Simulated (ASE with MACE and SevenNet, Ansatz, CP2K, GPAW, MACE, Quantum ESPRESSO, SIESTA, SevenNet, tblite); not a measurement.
**Twisted graphene bilayer, 46.83° (76 atoms) in machine-learned potentials**

Wanted: machine-learned potentials inputs and outputs for twisted graphene bilayer, 46.83° (76 atoms), checked against a plane-wave reference.

Program: ASE with MACE and SevenNet. Level of theory: the method is named at each step. Results are calculated unless marked as measured.

## 1. Set-up

The cell holds 76 atoms: 76 C. Its edges and angles: a = 10.723 Å, b = 10.723 Å, c = 15.530 Å, α = 90.0°, β = 90.0°, γ = 120.0°. It derives from C (graphene). Graphene (a = 2.46 Å) under graphene (a = 2.46 Å), bilayer, commensurate cell of 19 unit cells a layer, twist 46.83 deg; facing planes 3.53 Å apart as built; 12 Å of vacuum; minimised with a classical potential. Then every atom was moved at random, 0.05 Å r.m.s. a Cartesian component. Regions: layer 1, 38 atoms (38 C); layer 2, 38 atoms (38 C). Vacuum lies along c.

The yardstick, on the same geometry:

| Item | Value |
| --- | --- |
| method | Kohn-Sham DFT, PBE, PAW, plane waves (Ansatz 0.2.0); cutoff 420 eV, Γ point, fermi-dirac smearing of 0.05 eV; PAW set soft_2 |
| r.m.s. force component | 2.977 eV/Å |
| longest force | 12.8 eV/Å |
| SCF cycles | 9 |
| time | 6.7 s on 8 threads of Arm Neoverse V2, shared host |
| CPU time | 45 s |

## 2. MACE MP-0b2 small potential

Method: machine-learned interatomic potential MACE MP-0b2 small, trained on PBE(+U) plane-wave data.

File run.py:

```python
import numpy as np
from ase.io import read
import mlip  # loads the published weights by name

atoms = read("structure.xyz")
atoms.calc = mlip.calc("mace-mp-0b2-small")
energy = atoms.get_potential_energy()
forces = atoms.get_forces()
print(f"energy {energy:.6f} eV")
print("forces (eV/A)")
for i, (a, f) in enumerate(zip(atoms, forces)):
    print(f"{i:4d} {a.symbol:2s} {f[0]:10.5f} {f[1]:10.5f} {f[2]:10.5f}")
```

File structure.xyz:

```xyz
76
Lattice="10.72290 0.00000 0.00000 -5.36145 9.28630 0.00000 0.00000 0.00000 15.53000" Properties=species:S:1:pos:R:3 pbc="T T T"
C -2.26141 7.13717 5.99613
C -1.39226 6.08104 6.05934
C 2.76565 0.35381 6.06990
C -1.69899 8.55055 6.11199
C 0.53984 1.24854 6.08326
C 1.40245 0.08766 6.03294
C 0.23789 3.73801 6.12705
C 1.17512 2.60666 6.10810
C -0.01930 6.25339 6.06804
C 0.84309 5.03364 6.10391
C -0.31166 8.56856 6.04226
C 0.45819 7.59229 6.05810
C 2.60808 2.77298 6.08667
C 3.38763 1.63801 6.09879
C 2.26570 5.28140 6.03527
C 3.05099 4.20484 5.97812
C 1.93591 7.70206 6.06773
C 2.83953 6.46735 6.06571
C 7.12124 0.80354 6.01586
C 2.52010 8.94921 6.09149
C 4.73700 1.79569 6.01073
C 5.61901 0.75943 5.97827
C 4.53943 4.21097 6.05111
C 5.38853 3.01238 6.04133
C 4.29168 6.75160 6.05996
C 5.09751 5.45709 6.03061
C 3.86287 9.05646 6.05390
C 4.80665 8.02949 6.13357
C 6.76620 3.27463 5.98495
C 7.65063 2.15934 6.11618
C 6.44200 5.77589 6.06975
C 7.29581 4.51361 6.11571
C -4.50946 8.13043 6.08403
C -3.69527 6.96575 6.08310
C 9.00284 2.26623 6.08093
C 9.83295 1.07545 6.11556
C -1.90766 4.70676 6.08807
C -1.09872 3.57030 6.02580
C 7.83828 0.34554 9.41553
C 7.26798 1.61136 9.51942
C 6.16797 4.20809 9.48790
C 5.67633 5.58376 9.52067
C 5.95984 1.78938 9.50032
C 5.39464 3.00050 9.48153
C 0.25220 8.64257 9.38789
C 5.08630 0.62014 9.49163
C 4.15839 5.72380 9.46538
C 3.72733 6.97559 9.47578
C 4.04248 3.23693 9.48603
C 3.37728 4.59208 9.45140
C 3.66439 0.76863 9.51896
C 3.13307 2.10270 9.49256
C 2.20693 7.19363 9.51197
C 1.63991 8.57042 9.51632
C 1.99108 4.73165 9.48262
C 1.39403 6.05439 9.43479
[... 16 atom lines left out ...]
C 8.20500 2.68959 9.46554
C 7.68505 4.02385 9.48976
C 6.44795 6.66283 9.45311
C 5.95855 7.96180 9.44286
```

Started as:

```console
OMP_NUM_THREADS=1 python run.py > output.txt
```

Log:

```text
energy -688.198279 eV
forces (eV/A)
   0 C    -1.04891    3.78177    1.18374
   1 C    -0.66393   -3.09198   -0.23324
   2 C     2.56795   -0.55696    0.20246
   3 C    -2.45860   -4.09239   -1.15379
   4 C     0.43390    1.19441   -0.01961
   5 C    -0.66182    2.99514    0.30012
   6 C     5.03246    0.21775   -0.57882
   7 C    -1.85294   -1.52718   -0.02392
   8 C     1.56073   -2.49624    0.11016
   9 C    -1.91721    2.93449   -0.27167
  10 C    -3.41152   12.01789   -0.16150
  11 C     8.02544   -7.98481   -0.04290
  12 C    -3.29621    2.85347   -0.40769
  13 C    -2.24813   -0.05001   -0.47851
  14 C    -2.95540   -2.84892    0.03337
  15 C     4.77326   -6.99382    0.80053
  16 C    -0.07740   -3.19863    0.08478
  17 C     0.58414    8.55927   -0.14413
  18 C    -4.82781    3.81636    0.50027
  19 C    -1.23121   -0.87476   -0.67421
  20 C     3.00355   -0.30497    0.17876
  21 C     2.57160   -6.38638    0.20870
  22 C    -1.67719   -0.82414   -0.63378
  23 C    -2.26511    4.47409   -0.57064
[...]
68 C     3.49247    1.02419   -0.35027
  69 C    -4.25696   -2.38160    0.65031
  70 C     6.24457   -6.81075    0.03117
  71 C    -6.62753    3.60631    0.25860
  72 C    -2.23972    3.12088    0.65532
  73 C    -3.88715    1.76322   -0.11652
  74 C     4.45072    1.38594    0.01652
  75 C    -1.42040    2.43040    0.96115
```

Elapsed: 5.6 s, on 1 thread of Arm Neoverse V2, shared host; peak memory 0.67 GiB.

Banners, paths, timers and routine set-up lines are dropped from the logs unmarked, and long logs keep their key lines alone; longer cuts are marked.

Numbers from this run, and their distance from the reference:

```yaml
r_m_s_force_component: 2.859 eV/Å
r_m_s_difference_of_force_components: 249.4 meV/Å
longest_difference_of_force_vectors: 936.1 meV/Å
force_difference_over_r_m_s_force: 8.379 %
slope_of_forces_against_the_reference_s: 0.9578
correlation_of_force_components: 0.9972
```

Local excerpt of 10 atoms (numbers count through the whole input) about C11, which bears the longest force; x, y, z are measured from there.

| atom | x | y | z | distance (Å) | bonds | Fx | Fy | Fz (eV/Å) |
| --- | --- | --- | --- | --- | --- | --- | --- | --- |
| C11 | 0.00 | 0.00 | 0.00 | 0.00 | 3 | -3.41 | 12.02 | -0.16 |
| C12 | 0.77 | -0.98 | 0.02 | 1.24 | 3 | 8.03 | -7.98 | -0.04 |
| C4 | -1.39 | -0.02 | 0.07 | 1.39 | 3 | -2.46 | -4.09 | -1.15 |
| C22 | 0.57 | 1.48 | -0.06 | 1.58 | 3 | 2.57 | -6.39 | 0.21 |
| C9 | 0.29 | -2.32 | 0.03 | 2.33 | 3 | 1.56 | -2.50 | 0.11 |
| C17 | 2.25 | -0.87 | 0.03 | 2.41 | 3 | -0.08 | -3.20 | 0.08 |
| C1 | -1.95 | -1.43 | -0.05 | 2.42 | 3 | -1.05 | 3.78 | 1.18 |
| C3 | -2.28 | 1.07 | 0.03 | 2.52 | 3 | 2.57 | -0.56 | 0.20 |
| C21 | -0.31 | 2.51 | -0.03 | 2.53 | 3 | 3.00 | -0.30 | 0.18 |
| C19 | 2.07 | 1.52 | -0.03 | 2.57 | 3 | -4.83 | 3.82 | 0.50 |

Atoms are counted from 1 here, from 0 in the log.

Forces lie 8.4 % from the reference's, at 0.13 times its CPU time (on 1 against 8 cores).

## 3. SevenNet l3i5 potential

Method: machine-learned interatomic potential SevenNet l3i5, trained on PBE(+U) plane-wave data.

Changes to run.py since step 2:

```diff
@@ -5,3 +5,3 @@
 atoms = read("structure.xyz")
-atoms.calc = mlip.calc("mace-mp-0b2-small")
+atoms.calc = mlip.calc("7net-l3i5")
 energy = atoms.get_potential_energy()
```

structure.xyz is that of step 2.

Log:

```text
energy -687.902283 eV
forces (eV/A)
   0 C    -1.28527    3.58623    1.20701
   1 C    -0.85293   -3.25477   -0.19217
   2 C     2.54781   -0.45023    0.21045
   3 C    -2.07921   -4.11041   -1.13032
   4 C     0.73423    1.32953   -0.00387
   5 C    -0.80812    3.29311    0.33306
   6 C     5.23510   -0.00005   -0.50943
   7 C    -2.05117   -1.42473   -0.00257
   8 C     1.61085   -2.25593    0.19826
   9 C    -1.50671    2.90199   -0.23272
  10 C    -3.97905   12.00624   -0.12575
  11 C     8.44422   -8.40402   -0.06474
  12 C    -3.68852    3.23989   -0.47058
  13 C    -2.13827   -0.42965   -0.34904
  14 C    -3.51207   -3.11349    0.08278
  15 C     4.93911   -7.18711    0.90251
  16 C    -0.54998   -3.06611    0.20332
  17 C     1.07152    8.75190   -0.11500
  18 C    -4.74553    4.07214    0.50291
  19 C    -1.45564   -1.06840   -0.60087
  20 C     2.83845    0.10005    0.11794
  21 C     3.03334   -6.58899    0.26536
  22 C    -1.97990   -0.78050   -0.65522
  23 C    -2.12622    4.34999   -0.35434
[...]
68 C     3.43004    0.99569   -0.31928
  69 C    -4.49158   -2.45866    0.58564
  70 C     5.94966   -7.30771    0.04536
  71 C    -6.74654    4.12803    0.15510
  72 C    -2.33219    3.16200    0.60956
  73 C    -3.70217    1.73940   -0.16289
  74 C     4.91694    1.68791   -0.04622
  75 C    -1.60596    2.71391    0.96029
```

Elapsed: 8.6 s, on 1 thread; peak memory 1.6 GiB.

Numbers from this run, and their distance from the reference:

```
r.m.s. force component                  : 2.944 eV/Å
r.m.s. difference of force components   : 134.4 meV/Å
longest difference of force vectors     : 612.6 meV/Å
force difference over r.m.s. force      : 4.513 %
slope of forces against the reference's : 0.988
correlation of force components         : 0.999
```

Against the first run (8.4 %), the force difference from the reference is 4.5 %, at 1.5 times the CPU time.

## 4. SevenNet 0 potential

Method: machine-learned interatomic potential SevenNet 0, trained on PBE(+U) plane-wave data.

Changes to run.py since step 3:

```diff
@@ -5,3 +5,3 @@
 atoms = read("structure.xyz")
-atoms.calc = mlip.calc("7net-l3i5")
+atoms.calc = mlip.calc("7net-0")
 energy = atoms.get_potential_energy()
```

structure.xyz is that of step 3.

Log:

```text
energy -688.342041 eV
forces (eV/A)
   0 C    -1.27468    3.50496    1.11286
   1 C    -0.73303   -3.29065   -0.15801
   2 C     2.78955   -0.38451    0.20909
   3 C    -2.02984   -4.19238   -1.14564
   4 C     0.75145    1.20482    0.02418
   5 C    -0.93489    3.06489    0.33836
   6 C     5.32669    0.15900   -0.48056
   7 C    -2.10067   -1.31149   -0.04462
   8 C     1.52388   -2.12758    0.09620
   9 C    -1.61180    2.92484   -0.29358
  10 C    -3.92800   11.90952   -0.09879
  11 C     8.20467   -8.23622   -0.03187
  12 C    -3.33865    3.17844   -0.37051
  13 C    -2.23460   -0.66998   -0.40736
  14 C    -3.40594   -3.10587    0.15851
  15 C     4.66321   -6.67327    0.79496
  16 C    -0.26526   -3.13686    0.07053
  17 C     0.95878    8.50470   -0.14551
  18 C    -4.84448    4.09972    0.44665
  19 C    -1.03386   -0.99442   -0.50287
  20 C     2.86931    0.26491    0.22000
  21 C     2.85951   -6.36692    0.22657
  22 C    -1.83359   -1.10502   -0.57327
  23 C    -1.95706    4.27049   -0.53946
[...]
68 C     3.57043    1.16681   -0.34566
  69 C    -4.65483   -2.58470    0.57153
  70 C     5.99140   -7.34520    0.00397
  71 C    -6.73526    4.22095    0.23663
  72 C    -2.32516    3.14589    0.57114
  73 C    -3.79969    1.86084   -0.11350
  74 C     5.22134    1.67191    0.01128
  75 C    -1.55669    2.59607    0.91875
```

Run time: 6.7 s. Hardware: 1 thread; peak memory 0.97 GiB.

Numbers from this run, and their distance from the reference:

| Property | Result |
| --- | --- |
| r.m.s. force component | 2.908 eV/Å |
| r.m.s. difference of force components | 188.7 meV/Å |
| longest difference of force vectors | 649.4 meV/Å |
| force difference over r.m.s. force | 6.337 % |
| slope of forces against the reference's | 0.975 |
| correlation of force components | 0.9982 |

Against the first run (8.4 %), the force difference from the reference is 6.3 %, at 1.2 times the CPU time.

## 5. The ladder

Differences are against the plane-wave reference, forces as r.m.s. over components; share is that over the reference's r.m.s. force, slope the least-squares factor from reference forces to these. Total energies of different programs have different zeros and aren't compared.

```csv
run,"Δ force, r.m.s. (meV/Å)",share (%),slope,cores,CPU time,memory (GiB)
reference,-,-,-,8,45 s,1.4
MACE MP-0b2 small potential,249,8.38,0.958,1,5.6 s,0.67
SevenNet l3i5 potential,134,4.51,0.988,1,8.6 s,1.6
SevenNet 0 potential,189,6.34,0.975,1,6.7 s,0.97
```

Times of the machine-learned potentials are mostly Python's start and the loading of weights.

CPU time is summed over cores on a shared host, where runs went side by side, so it is rough. Symmetry, cutoffs, thresholds, outputs and thread counts weren't matched or tuned between programs; memory under MPI is the largest rank's times the ranks.

## 6. Summary of results

| Property | Result |
| --- | --- |
| nearest in forces | SevenNet l3i5 potential, 4.5 % |
| its CPU time | 8.6 s |

Machine-learned potentials differ by 4.5 % (SevenNet l3i5 potential) to 8.4 % (MACE MP-0b2 small potential); they were trained on other programs' data. Machine-learned potentials mimic data converged in k, so the reference's own k-point error enters their differences. The reference's PBE has no dispersion term, which matters for the binding between molecules or layers. One k-point is far too coarse for the carbon or group-IV sheet, and it can put spurious forces of up to about 1 eV/Å on the sheet's atoms. The electronic-structure runs sample only Γ, in a cell whose shortest periodic width is 9 Å.

[Also dropped from logs without a mark: logging warnings of Python, and SIESTA's first energy breakdown and zero terms.]

[Logs are printed without paths, hosts, clocks, repeated set-up lines and the standing remarks that a program may print on its own settings, such as how far it seeks lower states.]

[Hosts, paths, dates, database ids (printed as entryN), source tags and the programs' standing remarks are cut or masked in the printed files.]
